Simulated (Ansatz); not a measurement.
# Zn2GaNiSe4, from a guessed structure to a relaxed one

Starting from a made-up structure for Zn2GaNiSe4, the aim is the relaxed cell, its shortest contacts and, where a second run follows, its electronic structure.

Calculated with Ansatz 0.2.0; DFT, PBEsol, plane-wave PAW, files of the set soft_1, scalar-relativistic, ferromagnetic start, cell and ions relaxed at zero pressure; PAW set soft_1, in the first sound run; inputs show where later runs differ.

### 1. The starting structure

The structure is trigonal, space group R3m (No. 160). Conventional cell: a = 4.018 Å, b = 4.018 Å, c = 39.704 Å, α = 90.00°, β = 90.00°, γ = 120.00°. Nearest to Se lie 1 Zn at 2.30 Å and 3 Ni at 2.40 Å. Se has 4 Zn at 2.47 to 2.54 Å nearest. Se has 3 Zn at 2.46 Å and 1 Ga at 2.49 Å nearest. Nearest to Se lie 1 Ni at 2.51 Å and 3 Ga at 2.52 Å. Nearest to Ga lie 4 Se at 2.49 to 2.52 Å. Nearest to Zn lie 4 Se at 2.30 to 2.54 Å. Farther neighbours and most contacts between anions are not listed.

### 2. Relaxing cell and atoms

The guessed cell has no reason to be at equilibrium. It is relaxed with the atoms, within the space group of the guess.

input.yaml reads:

```yaml
crystal:
  lattice:
    - [2.009, 1.159896691, 13.234666667]
    - [-2.009, 1.159896691, 13.234666667]
    - [0.0, -2.319793382, 13.234666667]
  atoms:
    - { symbol: Se, position: [0.313699993, 0.313699993, 0.313699993] }
    - { symbol: Se, position: [0.562733327, 0.562733327, 0.562733327] }
    - { symbol: Se, position: [0.81326666, 0.81326666, 0.81326666] }
    - { symbol: Se, position: [0.058899993, 0.058899993, 0.058899993] }
    - { symbol: Ga, position: [0.75056666, 0.75056666, 0.75056666] }
    - { symbol: Zn, position: [0.255699993, 0.255699993, 0.255699993] }
    - { symbol: Zn, position: [0.500633327, 0.500633327, 0.500633327] }
    - { symbol: Ni, position: [0.99556666, 0.99556666, 0.99556666], spin: 1.0 }
magnetization:
  spin_polarized: true
kpoints:
  mp_grid: { grid: [8, 8, 8] }
scf:
  occupations: { method: fermi_dirac, width: 0.05 }
hamiltonian:
  xc: pbesol
  pseudopotentials: { kind: paw, azcp: { folder: soft_1 }, xc_functional: pbe }
relax:
  f_tol: 0.015
  max_steps: 70
  cell: {}
output:
  forces: true
  stress: true
```

Launch:

```bash
> ansatz run input.yaml --threads 4 --pin off --max-ram 10240MiB --backend cpu --events-out ev --progress --plain --runs-dir out
```

Numbers of over 12 decimals in the logs are rounded to 6 here.

The log of the run:

```text
basis.fft_grid_basis auto: the FFT boxes are laid along the combinations [[1, 0, -1], [0, 1, -1], [0, 0, 1]] of the cell's own vectors, 4.018, 4.018 and 13.436 Å long. The dense box has 27×27×90 points. Along the cell's own vectors, as sized, it would have 90×90×90, 11.11 times as many. Of the 6 symmetry operations that the crystal satisfies within crystal.symmetry.tolerance (time reversal apart; of a slab, those tha [...]
Engine: ansatz 0.2.0, aarch64-unknown-linux-gnu
Pseudopotentials: kind: paw
Pseudopotential: Se, paw, valence charge 16, recommended cutoff 420 eV (normal), soft_1/Se.paw.azcp
Pseudopotential: Ga, paw, valence charge 13, recommended cutoff 420 eV (normal), soft_1/Ga.paw.azcp
Pseudopotential: Zn, paw, valence charge 12, recommended cutoff 420 eV (normal), soft_1/Zn.paw.azcp
Pseudopotential: Ni, paw, valence charge 18, recommended cutoff 420 eV (normal), soft_1/Ni.paw.azcp
Functional definition: PBEsol
  exchange = pbesol_x
  correlation = pbesol_c
Crystal: 8 atoms, lattice volume = 185.039 Å³
Basis set: ecut = 420 eV, 3633 PW (Γ), FFT grids on a1−a3, a2−a3, a3, exchange–correlation on 54×54×180 points (8 copies of the dense FFT grid, shifted against one another)
Bands: 72, of which v1, the nominal top of the filled ones, is band 60 counted from 1 (59 counted from 0)
Symmetry: 6 space group operations
Space group: R3m (ITA 160), of the structure as read, at distance tolerance 5.7e-5 Å
Magnetic group: BNS 160.65 (UNI 1295), of the structure as read, at distance tolerance 5.7e-5 Å
k-points: 65 of 512 (time reversal used)
Non-local potential: Se, projectors of the file, l = 0: 2, l = 1: 2, l = 2: 3, l = 3: 1
Non-local potential: Ga, projectors of the file, l = 0: 2, l = 1: 2, l = 2: 3, l = 3: 1
Non-local potential: Zn, projectors of the file, l = 0: 2, l = 1: 2, l = 2: 3, l = 3: 1
Non-local potential: Ni, projectors of the file, l = 0: 3, l = 1: 2, l = 2: 3, l = 3: 1
PAW form: soft (Blöchl's): semilocal exchange-correlation on the pseudo side does not see the compensation charge
PAW frozen core: Se, regenerated for the run's functional, and the local potential with it (the file was generated under x = pbe(κ = 0.804, μ = 0.219515), c = pbe(β = 0.066725))
PAW frozen core: Ga, regenerated for the run's functional, and the local potential with it (the file was generated under x = pbe(κ = 0.804, μ = 0.219515), c = pbe(β = 0.066725))
PAW frozen core: Zn, regenerated for the run's functional, and the local potential with it (the file was generated under x = pbe(κ = 0.804, μ = 0.219515), c = pbe(β = 0.066725))
PAW frozen core: Ni, regenerated for the run's functional, and the local potential with it (the file was generated under x = pbe(κ = 0.804, μ = 0.219515), c = pbe(β = 0.066725))
PAW one-centre angular grid: Se, 590 points (default); XC on 64 Gauss nodes
PAW one-centre angular grid: Ga, 590 points (default); XC on 64 Gauss nodes
PAW one-centre angular grid: Zn, 590 points (default); XC on 64 Gauss nodes
PAW one-centre angular grid: Ni, 590 points (default); XC on 64 Gauss nodes
Initial density: superposition of atomic densities (chi_scale 0.1, normalization cell, long waves 63 % of neutral atoms (reshape's long-wave potential 1.63 eV rms, cloud 2.42 Å wide))
Starting moments: Σ|m| = 1 μB on 1 of 8 sites
Initial wavefunctions: pseudopotential atomic-orbital guess
Functional: x = pbesol(κ = 0.804, μ = 0.123457), c = pbesol(β = 0.046)
SCF iter   1: F=—  HF=-37810.264694 eV  |F-HF|=—  |Δ(HF+E_count)|=         —  Δρ=5.02e-2 (↑3.98e-2 ↓5.02e-2)  dr2=1.77e1  dr2_m=8.72e-2  M=0.816 μB ∫|m|=0.857 μB  β_m=0.30  ethr=3.10e-3  ⟨swp⟩=6.0  Hψ=36491  notcnv=0  defer=10
Mixer restart at iter 1: flushing history
preconditioner: auto → Kerker (q_TF=auto, 2.535 Å⁻¹)  [metal: Δε(μ)=0.005 eV  Ē_g=11.787 eV  σ=0.050 eV  W_gap=0.03  n_scr=58 (ndim 8)  ℏωp=23.0 eV  f_vac=0.057  D(μ)=3.32/eV (n_scr^D=6)]
spin=Collinear: Kerker preconditioning applied to the charge; magnetization (m = ρ↑ − ρ↓) channel mixes plain (no charge-response kernel on spin).
SCF iter   2: F=—  HF=-37810.732694 eV  |F-HF|=—  |Δ(HF+E_count)|=   4.68e-1  Δρ=2.04e-2 (↑1.74e-2 ↓2.04e-2)  dr2=7.62e0  dr2_m=3.70e-2  M=0.787 μB ∫|m|=0.884 μB  β_m=0.37  ethr=3.10e-3  ⟨swp⟩=2.5  Hψ=19422  notcnv=0  defer=839
SCF iter   3: F=—  HF=-37810.579767 eV  |F-HF|=—  |Δ(HF+E_count)|=   1.53e-1  Δρ=1.60e-2 (↑9.86e-3 ↓1.60e-2)  dr2=5.46e0  dr2_m=3.97e-2  M=0.761 μB ∫|m|=0.824 μB  β_m=0.46  ethr=3.10e-3  ⟨swp⟩=2.3  Hψ=11789  notcnv=0  defer=696
SCF iter   4: F=—  HF=-37810.304295 eV  |F-HF|=—  |Δ(HF+E_count)|=   2.75e-1  Δρ=1.09e-2 (↑1.09e-2 ↓5.41e-3)  dr2=2.12e0  dr2_m=2.64e-2  M=0.646 μB ∫|m|=0.731 μB  β_m=0.56  ethr=3.10e-3  ⟨swp⟩=2.4  Hψ=12247  notcnv=0  defer=701
SCF iter   5: F=—  HF=-37810.188617 eV  |F-HF|=—  |Δ(HF+E_count)|=   1.16e-1  Δρ=9.01e-3 (↑9.01e-3 ↓5.37e-3)  dr2=1.05e0  dr2_m=2.13e-2  M=0.507 μB ∫|m|=0.617 μB  β_m=0.70  ethr=1.78e-3  ⟨swp⟩=2.6  Hψ=11993  notcnv=0  defer=628
SCF iter   6: F=—  HF=-37810.148526 eV  |F-HF|=—  |Δ(HF+E_count)|=   4.01e-2  Δρ=4.64e-3 (↑4.64e-3 ↓4.16e-3)  dr2=3.14e-1  dr2_m=4.71e-3  M=0.336 μB ∫|m|=0.457 μB  β_m=0.85  ethr=8.81e-4  ⟨swp⟩=2.3  Hψ=13861  notcnv=0  defer=628
SCF iter   7: F=—  HF=-37810.149233 eV  |F-HF|=—  |Δ(HF+E_count)|=         —  Δρ=5.01e-3 (↑3.58e-3 ↓5.01e-3)  dr2=1.30e-1  dr2_m=2.49e-2  M=0.218 μB ∫|m|=0.292 μB  β_m=0.85  ethr=2.64e-4  ⟨swp⟩=2.6  Hψ=18413  notcnv=0  defer=570
Mixer restart at iter 7: flushing history
SCF iter   8: F=—  HF=-37810.142089 eV  |F-HF|=—  |Δ(HF+E_count)|=   7.14e-3  Δρ=3.14e-3 (↑3.14e-3 ↓1.82e-3)  dr2=9.51e-2  dr2_m=4.75e-3  M=0.197 μB ∫|m|=0.256 μB  β_m=0.83  ethr=1.09e-4  ⟨swp⟩=2.0  Hψ=17630  notcnv=0  defer=570
SCF iter   9: F=—  HF=-37810.137672 eV  |F-HF|=—  |Δ(HF+E_count)|=   4.42e-3  Δρ=3.72e-3 (↑1.70e-3 ↓3.72e-3)  dr2=9.43e-2  dr2_m=3.25e-3  M=0.177 μB ∫|m|=0.226 μB  β_m=0.74  ethr=8.00e-5  ⟨swp⟩=2.2  Hψ=19123  notcnv=0  defer=565
SCF iter  10: F=—  HF=-37810.131270 eV  |F-HF|=—  |Δ(HF+E_count)|=   6.40e-3  Δρ=2.67e-3 (↑2.67e-3 ↓2.61e-3)  dr2=6.63e-2  dr2_m=3.75e-6  M=0.165 μB ∫|m|=0.206 μB  β_m=0.57  ethr=7.92e-5  ⟨swp⟩=2.3  Hψ=18199  notcnv=0  defer=565
SCF iter  11: F=—  HF=-37810.124791 eV  |F-HF|=—  |Δ(HF+E_count)|=   6.48e-3  Δρ=5.80e-4 (↑5.80e-4 ↓5.36e-4)  dr2=2.80e-2  dr2_m=8.53e-6  M=0.147 μB ∫|m|=0.181 μB  β_m=0.57  ethr=5.57e-5  ⟨swp⟩=2.3  Hψ=13879  notcnv=0  defer=557
[...]
Initial wavefunctions: pseudopotential atomic-orbital guess (no wavefunctions were taken with the density)
iter 1 solved again at ethr=2.71e-7 eV; its pass at ethr=3.10e-3 eV (dr2=3.23e-4 eV) is discarded
SCF iter   1: F=—  HF=-37810.473856 eV  |F-HF|=—  |Δ(HF+E_count)|=         —  Δρ=8.44e-5 (↑8.44e-5 ↓8.38e-5)  dr2=2.82e-5  dr2_m=3.73e-10  M=0.000 μB ∫|m|=0.000 μB  β_m=0.65  ethr=2.71e-7  ⟨swp⟩=3.0  Hψ=63396  notcnv=0
preconditioner: auto → Resta (q_TF=auto, 2.563 Å⁻¹)  ε∞=5.3  [insulator: Δε(μ)=0.272 eV  Ē_g=11.415 eV  σ=0.050 eV  W_gap=0.57  n_scr=58 (ndim 8)  ℏωp=23.8 eV  f_vac=0.092  D(μ)=2.67/eV (n_scr^D=6)  ε∞_Penn≈5.3]
spin=Collinear: Resta preconditioning applied to the charge; magnetization (m = ρ↑ − ρ↓) channel mixes plain (no charge-response kernel on spin).
SCF iter   2: F=—  HF=-37810.473890 eV  |F-HF|=—  |Δ(HF+E_count)|=   3.37e-5  Δρ=9.39e-5 (↑9.39e-5 ↓9.39e-5)  dr2=2.98e-5  dr2_m=2.85e-10  M=0.000 μB ∫|m|=0.000 μB  β_m=0.56  ethr=2.37e-8  ⟨swp⟩=2.0  Hψ=14010  notcnv=0
SCF iter   3: F=—  HF=-37810.473887 eV  |F-HF|=—  |Δ(HF+E_count)|=   2.40e-6  Δρ=1.89e-5 (↑1.89e-5 ↓1.83e-5)  dr2=1.25e-6  dr2_m=1.96e-10  M=0.000 μB ∫|m|=0.000 μB  β_m=0.56  ethr=2.37e-8  ⟨swp⟩=2.0  Hψ=13837  notcnv=0
SCF iter   4: F=—  HF=-37810.473886 eV  |F-HF|=—  |Δ(HF+E_count)|=   1.89e-6  Δρ=1.55e-5 (↑1.49e-5 ↓1.55e-5)  dr2=1.37e-6  dr2_m=1.30e-10  M=0.000 μB ∫|m|=0.000 μB  β_m=0.66  ethr=1.05e-9  ⟨swp⟩=2.0  Hψ=17122  notcnv=0
SCF iter   5: F=—  HF=-37810.473887 eV  |F-HF|=—  |Δ(HF+E_count)|=   1.21e-6  Δρ=5.22e-6 (↑5.07e-6 ↓5.22e-6)  dr2=3.00e-7  dr2_m=6.52e-11  M=0.000 μB ∫|m|=0.000 μB  β_m=0.71  ethr=1.05e-9  ⟨swp⟩=2.0  Hψ=17118  notcnv=0
SCF iter   6: F=—  HF=-37810.473887 eV  |F-HF|=—  |Δ(HF+E_count)|=   5.59e-7  Δρ=6.57e-6 (↑6.17e-6 ↓6.57e-6)  dr2=3.71e-7  dr2_m=6.84e-11  M=0.000 μB ∫|m|=0.000 μB  β_m=0.71  ethr=2.52e-10  ⟨swp⟩=2.0  Hψ=12809  notcnv=0
SCF iter   7: F=—  HF=-37810.473888 eV  |F-HF|=—  |Δ(HF+E_count)|=   2.21e-7  Δρ=2.01e-6 (↑1.91e-6 ↓2.01e-6)  dr2=3.44e-8  dr2_m=5.86e-11  M=0.000 μB ∫|m|=0.000 μB  β_m=0.85  ethr=2.52e-10  ⟨swp⟩=2.0  Hψ=17058  notcnv=0
SCF iter   8: F=—  HF=-37810.473888 eV  |F-HF|=—  |Δ(HF+E_count)|=   2.91e-8  Δρ=6.99e-7 (↑6.99e-7 ↓6.52e-7)  dr2=3.68e-9  dr2_m=1.95e-11  M=0.000 μB ∫|m|=0.000 μB  β_m=0.73  ethr=2.89e-11  ⟨swp⟩=2.2  Hψ=17154  notcnv=0
SCF iter   9: F=—  HF=-37810.473888 eV  |F-HF|=—  |Δ(HF+E_count)|=   3.11e-9  Δρ=3.71e-7 (↑3.71e-7 ↓2.88e-7)  dr2=5.64e-10  dr2_m=6.52e-12  M=0.000 μB ∫|m|=0.000 μB  β_m=0.79  ethr=3.09e-12  ⟨swp⟩=2.0  Hψ=16562  notcnv=0
SCF iter  10: F=—  HF=-37810.473888 eV  |F-HF|=—  |Δ(HF+E_count)|=  5.53e-10  Δρ=2.07e-7 (↑2.07e-7 ↓1.33e-7)  dr2=1.34e-10  dr2_m=1.24e-11  M=0.000 μB ∫|m|=0.000 μB  β_m=0.89  ethr=1.00e-12  ⟨swp⟩=2.0  Hψ=13745  notcnv=0
SCF iter  11: F=—  HF=-37810.473888 eV  |F-HF|=—  |Δ(HF+E_count)|=  2.04e-10  Δρ=1.38e-7 (↑1.15e-7 ↓1.38e-7)  dr2=4.65e-11  dr2_m=4.67e-12  M=0.000 μB ∫|m|=0.000 μB  β_m=0.76  ethr=1.00e-12  ⟨swp⟩=2.0  Hψ=12080  notcnv=0
SCF iter  12: F=—  HF=-37810.473888 eV  |F-HF|=—  |Δ(HF+E_count)|=  3.64e-11  Δρ=9.61e-8 (↑9.61e-8 ↓3.77e-8)  dr2=1.93e-11  dr2_m=3.10e-12  M=0.000 μB ∫|m|=0.000 μB  β_m=0.74  ethr=1.00e-12  ⟨swp⟩=2.0  Hψ=10020  notcnv=0
SCF iter  13: F=-37810.473888 eV  HF=-37810.473888 eV  |F-HF|=0.00e0  |Δ(HF+E_count)|=  7.28e-12  Δρ=5.44e-8 (↑2.94e-8 ↓5.44e-8)  dr2=9.54e-12  dr2_m=2.76e-13  M=0.000 μB ∫|m|=0.000 μB  ethr=1.00e-12  ⟨swp⟩=3.0  Hψ=29588  notcnv=0
the starting moments were not kept: the SCF closed with an absolute magnetisation of 3.1e-6 μB, where they sum to 1 μB in size (1 site). That is at most 0.1 of that sum. Measured as dr2_m measures the in/out step, that magnetisation stands 1.4e-11 eV from none, at or under the dr2_threshold of 8.0e-11 eV: it is no larger than a step whose dr2_m would equal this threshold.
SCF 7 converged in 13 iterations: F = -37810.473888 eV  dr2 = 9.54e-12
relax step   7: F+E_penalty+E_count = -37810.47388756 eV  Δ(F+E_penalty+E_count) = +3.210e-3 eV  max|allowed force component| = 9.453e-3 eV/Å  Δτ_max = 0.0000 Å  P = +0.006 GPa  Ω = 173.286 Å³  stress off target by 2.01e-2 GPa  SCF on the basis re-selected at this cell (its energy is not comparable with the rows above)  (13 SCF iters)
basis re-selected at this cell: Δ(F+E_penalty+E_count) = +3.210e-3 eV, ΔP = +0.002 GPa vs the last step (what re-selecting the basis moved, of the pressure what is left beyond the Pulay correction that the steps carried, after the strain that the cell walked since its last selection, with what the two solves' SCF thresholds leave and, on support functions, any second-order correction that the steps lacked; it is no m [...]
SCF converged after 13 iterations
Magnetization: 0.0000 μB (59.5000 up, 59.5000 down)
Absolute magnetization: 0.0000 μB (∫|ρ↑−ρ↓|, with the PAW one-centre terms)
Spin contamination: 0.0000 ħ² per cell (⟨S²⟩ above its minimum at these occupations)
Per-site moments (μB) at R_I (Å): [(2.591400169142536e-7, 0.957876), (1.3559476265805236e-8, 0.984897), (-1.3332666771972597e-8, 1.004794), (-2.9100317163374654e-8, 0.955021), (-5.899870025321004e-8, 1.033035), (8.837227696690457e-9, 0.990336), (-2.4879979898816962e-9, 0.984897), (2.231781019046027e-6, 0.955021)]
Free energy (F): -37810.473888 eV
Harris-Foulkes:  -37810.473888 eV  (|F-HF|=0.00e0)
Internal energy: -37810.452368 eV  (E = F + TS)
E sigma→0 (E₀):  -37810.463128 eV
Entropy (-TS):   -0.021520 eV (-2.690 meV/atom)
Fermi energy:    8.411509 eV
--- Per-component energies (eV) ---
  E_band       = -2034.403549
  E_kinetic    = 1191.686468
  E_local      = -21408.791374  (includes V_loc(G=0)·N_el)
  E_nonlocal   = 25.743922
  E_hartree    = 10712.420551
  E_xc         = -667.852786
  E_vxc        = -664.205775  (∫ρ·V_xc dr)
  E_paw        = -15641.373754  (= ΣΔE_a)
  E_vpaw       = -2603.676292  (= ΣTr[D̂ρ^β])
  E_aug_tail   = -0.001277  (compensation charges beyond the density's cutoff)
  E_ewald      = -12028.972906
  E_core_change = 6.688787  (= ΣΔE_core)
  E_smearing   = -0.021520  (= −TS)
  E_closure    = 0.000000  (closes the sum)
  Σ components = -37810.473888   (vs F -37810.473888, Δ=0.00e0)
--- Forces (eV/Å), atoms counted from 1 ---
  atom   1  Se     0.00000000     0.00000000    -0.00543759
  atom   2  Se     0.00000000     0.00000000    -0.00656957
  atom   3  Se     0.00000000     0.00000000    -0.00398271
  atom   4  Se    -0.00000000    -0.00000000    -0.00539067
  atom   5  Ga     0.00000000     0.00000000     0.00364196
  atom   6  Zn    -0.00000000    -0.00000000     0.00433336
  atom   7  Zn    -0.00000000    -0.00000000     0.00395248
  atom   8  Ni     0.00000000     0.00000000     0.00945316
  max |Σ_I F_I| component: 4.19e-7 eV/Å
--- Stress (GPa, compression-positive) ---
        0.019145       0.000000       0.000000
        0.000000       0.019145       0.000000
        0.000000       0.000000      -0.020091
  P = ⅓ Tr σ = 0.0061 GPa (0.061 kbar)
--- Relaxed structure (6 steps of the walk, 6 accepted, 1 SCFs on fresh bases) ---
  F+E_penalty+E_count = -37810.47388756 eV   max|allowed force component| = 9.453e-3 eV/Å   (the final SCF, on the basis selected at the relaxed cell)
  cell:  # Å, volume = 173.2864 Å³
    - [1.949787, 1.125710, 13.158293]
    - [-1.949787, 1.125710, 13.158293]
    - [1.726220721990308e-17, -2.251420, 13.158293]
  atoms:
    - { symbol: Se, position: [0.314856, 0.314856, 0.314856] }
    - { symbol: Se, position: [0.564251, 0.564251, 0.564251] }
    - { symbol: Se, position: [0.813546, 0.813546, 0.813546] }
    - { symbol: Se, position: [0.054578, 0.054578, 0.054578] }
    - { symbol: Ga, position: [0.750105, 0.750105, 0.750105] }
    - { symbol: Zn, position: [0.254037, 0.254037, 0.254037] }
    - { symbol: Zn, position: [0.503767, 0.503767, 0.503767] }
    - { symbol: Ni, position: [0.995928, 0.995928, 0.995928] }
```

The job ended after 8.9 min (4 threads of Arm Neoverse V1, shared host; peak memory 1.4 GiB).

Relaxation path:

```
step  energy less that of the first step (eV)  largest force component (eV/Å)  pressure (GPa)  volume (Å³)
   1                                   0.0000                          1.2886           -3.34       185.04
   2                                  -0.3224                          0.4424           -0.84       175.70
   3                                  -0.3517                          0.1788            0.42       172.19
   4                                  -0.3560                          0.0569           -0.01       173.30
   5                                  -0.3562                          0.0348           -0.04       173.42
   6                                  -0.3565                          0.0095            0.00       173.29
  7*                                  -0.3533                          0.0095            0.01       173.29
```

Relaxation steps marked * repeat the geometry before them on a plane-wave basis chosen anew for their cell, so energy and pressure can jump there.

The run keeps the 6 symmetry operations that it works with, so distortions that break them were not tested.

```
conventional cell, symmetrised  before   after  change
                         a (Å)   4.018   3.900  -2.9 %
                         b (Å)   4.018   3.900  -2.9 %
                         c (Å)  39.704  39.475  -0.6 %
              volume (Å³/atom)   23.13   21.66  -6.4 %
```

The atoms that moved most (Å, as changes of fractional coordinates times the final cell):

| atom | dx | dy | dz | length |
| --- | --- | --- | --- | --- |
| Se4 | 0.000 | 0.000 | -0.171 | 0.171 |
| Zn7 | 0.000 | 0.000 | 0.124 | 0.124 |
| Zn6 | 0.000 | 0.000 | -0.066 | 0.066 |
| Se2 | 0.000 | 0.000 | 0.060 | 0.060 |
| Se1 | 0.000 | 0.000 | 0.046 | 0.046 |
| Ga5 | 0.000 | 0.000 | -0.018 | 0.018 |
| Ni8 | 0.000 | 0.000 | 0.014 | 0.014 |
| Se3 | 0.000 | 0.000 | 0.011 | 0.011 |

This step gave:

```yaml
free_energy: -37810.4739 eV
energy_at_zero_smearing: -37810.4631 eV
smearing_term_ts: 0.02152 eV
fermi_energy: 8.412 eV
electrons: 119
symmetry_operations: 6
pressure: 0.006066 GPa
```

The shortest distance of each pair, which need not be the same contact before and after:

```csv
pair,guess (Å),relaxed (Å)
Ni–Se,2.397,2.315
Se–Zn,2.303,2.388
Ga–Se,2.489,2.504
Se–Se,3.886,3.659
Ni–Zn,3.719,3.726
```

The relaxation ends with a largest force component of 0.0095 eV/Å and a pressure of 0.01 GPa. The starting moments have collapsed: the run ends non-magnetic.

[end of part 1 of 2]

[Logs are printed without paths, hosts, clocks, repeated set-up lines and the standing remarks that a program may print on its own settings, such as how far it seeks lower states.]

[Hosts, paths, dates, database ids (printed as entryN), source tags and the programs' standing remarks are cut or masked in the printed files.]
